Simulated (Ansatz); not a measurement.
# F on Hf(0001): change of the work function, part 4 of 4

Wanted: Δφ(θ) for F/Hf(0001), starting from the fcc site.

Ansatz 0.2.0; plane-wave DFT, PBE, Ansatz PAW.

So far, work function, upper face (eV): step 2 (the clean slab) 4.33; step 3 (37 atoms, coverage 0.111 ML, cell 3x3) 4.19; step 4 (17 atoms, coverage 0.25 ML, cell 2x2) 4.02.

## 5. Adsorbate added, k-mesh 6×6×1, coverage 0.5 ML (continued)

Relaxation path:

| step | energy less that of the first step (eV) | largest force component (eV/Å) |
| --- | --- | --- |
| 1 | 0.0000 | 1.4009 |
| 2 | -0.1970 | 1.4877 |
| 3 | -0.3185 | 0.9202 |
| 4 | -0.4506 | 0.1922 |
| 5 | -0.4379 | 0.2637 |
| 6 | -0.4586 | 0.0104 |

Relaxation step 5 was tried and not accepted.

The run keeps the 4 symmetry operations that the program found, so distortions that break them were not tested.

The atoms that moved most (Å):

| atom | dx | dy | dz | length |
| --- | --- | --- | --- | --- |
| F18 | 0.000 | 0.109 | -0.220 | 0.245 |
| F17 | 0.000 | 0.109 | -0.220 | 0.245 |
| Hf4 | 0.000 | -0.059 | 0.050 | 0.078 |
| Hf12 | 0.000 | -0.059 | 0.050 | 0.078 |
| Hf16 | 0.000 | 0.052 | -0.006 | 0.053 |
| Hf8 | 0.000 | 0.052 | -0.006 | 0.053 |
| Hf3 | 0.000 | -0.021 | 0.033 | 0.039 |
| Hf11 | 0.000 | -0.021 | 0.033 | 0.039 |

The relaxed structure:

```xyz
18
Lattice="6.4000 0.0000 0.0000 3.2000 5.5426 0.0000 0.0000 0.0000 27.0658" Properties=species:S:1:pos:R:3
Hf    3.2000    1.8475    9.0000
Hf    0.0000    0.0000   11.5312
Hf    3.2000    1.8265   14.2037
Hf    0.0000   -0.0593   16.6006
Hf    4.8000    4.6188    9.0000
Hf    1.6000    2.7713   11.5312
Hf    4.8000    4.6508   14.1513
Hf    1.6000    2.8237   16.5446
Hf    6.4000    1.8475    9.0000
Hf    3.2000    0.0000   11.5312
Hf    6.4000    1.8265   14.2037
Hf    3.2000   -0.0593   16.6006
Hf    8.0000    4.6188    9.0000
Hf    4.8000    2.7713   11.5312
Hf    8.0000    4.6508   14.1513
Hf    4.8000    2.8237   16.5446
F     1.6000    1.0327   17.8462
F     4.8000    1.0327   17.8462
```

The relaxation took 6 steps and lowered the energy by 0.46 eV; the largest force on the free atoms ends at 0.010 eV/Å.

The covered face has 3.86 eV, -0.47 eV against the clean one; the bare back face has moved by -0.01 eV, a measure of how thin the slab is.

## 6. Adsorbate added, k-mesh 12×12×1, coverage 1 ML

System of this step: F/Hf(0001). The cell holds 5 atoms: 4 Hf and 1 F. Cell: a = 3.200 Å, b = 3.200 Å, c = 27.066 Å, α = 90.0°, β = 90.0°, γ = 60.0°. Vacuum lies along c.

Another coverage, to see how the dipoles act on each other as their distance changes.

File input.yaml:

```yaml
crystal:
  lattice:
    - [3.2, 0.0, 0.0]
    - [1.6, 2.7712812921, 0.0]
    - [0.0, 0.0, 27.0657541454]
  atoms:
    - { symbol: Hf, position: [0.6666666667, 0.6666666667, 0.3325235259] }
    - { symbol: Hf, position: [0.0, 0.0, 0.4260439202] }
    - { symbol: Hf, position: [0.6666666667, 0.6666666667, 0.5235696736] }
    - { symbol: Hf, position: [0.0, 0.0, 0.6114818104] }
    - { symbol: F, position: [0.3333333333, 0.3333333333, 0.6674764741] }
kpoints:
  mp_grid: { grid: [12, 12, 1] }
hamiltonian:
  xc: pbe
scf:
  occupations: { method: fermi_dirac, width: 0.1 }
  convergence: { dr2_threshold: 1.0e-08 }
efield:
  axis: 3
  dipole_correction: true
  ramp_position: 0.97
  ramp_width: 0.06
relax:
  f_tol: 0.02
  max_steps: 60
  constraints: [{ sites: [0, 1] }]
output:
  write_potential: true
  write_density: true
  volumetric_format: npy
```

Started as:

```sh
ansatz run input.yaml --threads 4 --pin off --max-ram 16384MiB --backend cpu --events-out ev --progress --plain --runs-dir out
```

Output:

```text
[...]
Crystal: 5 atoms, lattice volume = 240.022 Å³
Basis set: ecut = 420 eV, 4771 PW (Γ), exchange–correlation on 48×48×384 points (8 copies of the dense FFT grid, shifted against one another)
Bands: 67, of which v1, the nominal top of the filled ones, is band 56 counted from 1 (55 counted from 0)
Symmetry: 6 space group operations
[...]
F+E_penalty+E_count = -63694.40363225 eV   max|allowed force component| = 1.333e-2 eV/Å
  atoms:
    - { symbol: Hf, position: [0.666667, 0.666667, 0.3325235259] }
    - { symbol: Hf, position: [-1.850372e-17, -1.850372e-17, 0.4260439202] }
    - { symbol: Hf, position: [0.666667, 0.666667, 0.523873] }
    - { symbol: Hf, position: [-1.807166e-17, -1.850372e-17, 0.612862] }
    - { symbol: F, position: [0.333333, 0.333333, 0.662573] }
[key lines of the parts left out:]
SCF converged after 9 iterations
Free energy (F): -63694.403632 eV
Fermi energy:    5.335635 eV
Dipole field:    D = 0.019417 V/Å  (p = 0.025756 e·Å, saw-weighted, corrected)
Work function:   Φ+ = 3.8482 eV   Φ− = 4.3737 eV
```

The job ended after 38 s (4 threads of Arm Neoverse V1, shared host; peak memory 0.75 GiB; 2.5 min of CPU time).

Step by step:

| step | energy less that of the first step (eV) | largest force component (eV/Å) |
| --- | --- | --- |
| 1 | 0.0000 | 1.6942 |
| 2 | -0.0315 | 1.7786 |
| 3 | -0.1274 | 0.2113 |
| 4 | -0.1314 | 0.0133 |

The run keeps the 6 symmetry operations that the program found, so distortions that break them were not tested.

The atoms that moved most (Å):

| atom | dx | dy | dz | length |
| --- | --- | --- | --- | --- |
| F5 | 0.000 | 0.000 | -0.133 | 0.133 |
| Hf4 | 0.000 | 0.000 | 0.037 | 0.037 |
| Hf3 | 0.000 | 0.000 | 0.008 | 0.008 |

The relaxed structure:

```xyz
5
Lattice="3.2000 0.0000 0.0000 1.6000 2.7713 0.0000 0.0000 0.0000 27.0658" Properties=species:S:1:pos:R:3
Hf    3.2000    1.8475    9.0000
Hf    0.0000    0.0000   11.5312
Hf    3.2000    1.8475   14.1790
Hf    0.0000    0.0000   16.5876
F     1.6000    0.9238   17.9330
```

Running mean over 2.5312 Å of the planar mean; the ramp of the sawtooth is left out. Electron's electrostatic potential energy less the Fermi level against z:

| z (Å) | electron's electrostatic potential energy less the Fermi level (eV) |
| --- | --- |
| 4 | 4.37 |
| 5 | 4.35 |
| 6 | 4.12 |
| 7 | 2.30 |
| 8 | -4.05 |
| 9 | -7.42 |
| 10 | -7.31 |
| 11 | -7.27 |
| 12 | -7.07 |
| 13 | -6.65 |
| 14 | -7.20 |
| 15 | -7.90 |
| 16 | -8.14 |
| 17 | -9.45 |
| 18 | -4.32 |
| 19 | 1.18 |
| 20 | 3.75 |
| 21 | 3.85 |
| 22 | 3.85 |
| 23 | 3.85 |

The relaxation took 4 steps and lowered the energy by 0.13 eV; the largest force on the free atoms ends at 0.013 eV/Å.

The covered face has 3.85 eV, -0.48 eV against the clean one; the bare back face has moved by -0.01 eV, a measure of how thin the slab is.

## 7. Work function against coverage

This step: plane-wave DFT, PBE, Ansatz PAW; work function against coverage (Ansatz 0.2.0).

The runs are now put side by side.

This step gave:

* work function of the clean face: 4.332 eV
* largest change of the work function: -0.4841 eV

Table of work function of the covered face by coverage:

| coverage (adsorbates/nm²) | work function of the covered face (eV) |
| --- | --- |
| 0.00 | 4.33 |
| 1.25 | 4.19 |
| 2.82 | 4.02 |
| 5.64 | 3.86 |
| 11.28 | 3.85 |

The dipole per adsorbate comes from the change of the cell's dipole. Coverage, by row:

| coverage (1/nm²) | coverage (ML) | work function (eV) | change (eV) | dipole per adsorbate, positive end outwards (debye) | mean height of the added atoms over the highest substrate atom (Å) |
| --- | --- | --- | --- | --- | --- |
| 1.253 | 0.1111 | 4.19 | -0.1426 | 0.297 | 1.227 |
| 2.819 | 0.25 | 4.022 | -0.3105 | 0.288 | 1.227 |
| 5.638 | 0.5 | 3.857 | -0.4748 | 0.221 | 1.246 |
| 11.28 | 1 | 3.848 | -0.4841 | 0.112 | 1.345 |

## 8. Outcome

```yaml
work_function_of_the_clean_face: 4.33 eV
work_function_at_0p11_ml: 4.19 eV
work_function_at_0p25_ml: 4.02 eV
work_function_at_0p5_ml: 3.86 eV
work_function_at_1_ml: 3.85 eV
dipole_per_adsorbate_at_0p11_ml_positive_end_outwards: 0.30 D
```

In words: At the lowest coverage F changes the work function of Hf(0001) by under 0.15 eV, within the error of so thin a slab; the largest change, -0.48 eV, comes at higher coverage. The dipole per adsorbate falls from 0.30 to 0.11 D as the layer fills. Neighbouring dipoles depolarise each other, and heights and bonding change with coverage too. The slab has 4 layers, at the tabulated experimental lattice constant, one starting site was run, and quantum-size effects of a slab this thin can reach one or two tenths of an eV.

[Long decimals in the printed logs are rounded to 6 places.]

[Logs are printed without paths, hosts, clocks, repeated set-up lines and the standing remarks that a program may print on its own settings, such as how far it seeks lower states.]

[Hosts, paths, dates, database ids (printed as entryN), source tags and the programs' standing remarks are cut or masked in the printed files.]

[Maps of the electrostatic potential energy from Ansatz leave out the sawtooth potential of an applied field or a dipole correction, so their vacuum need not be flat; planar profiles and work functions include it.]
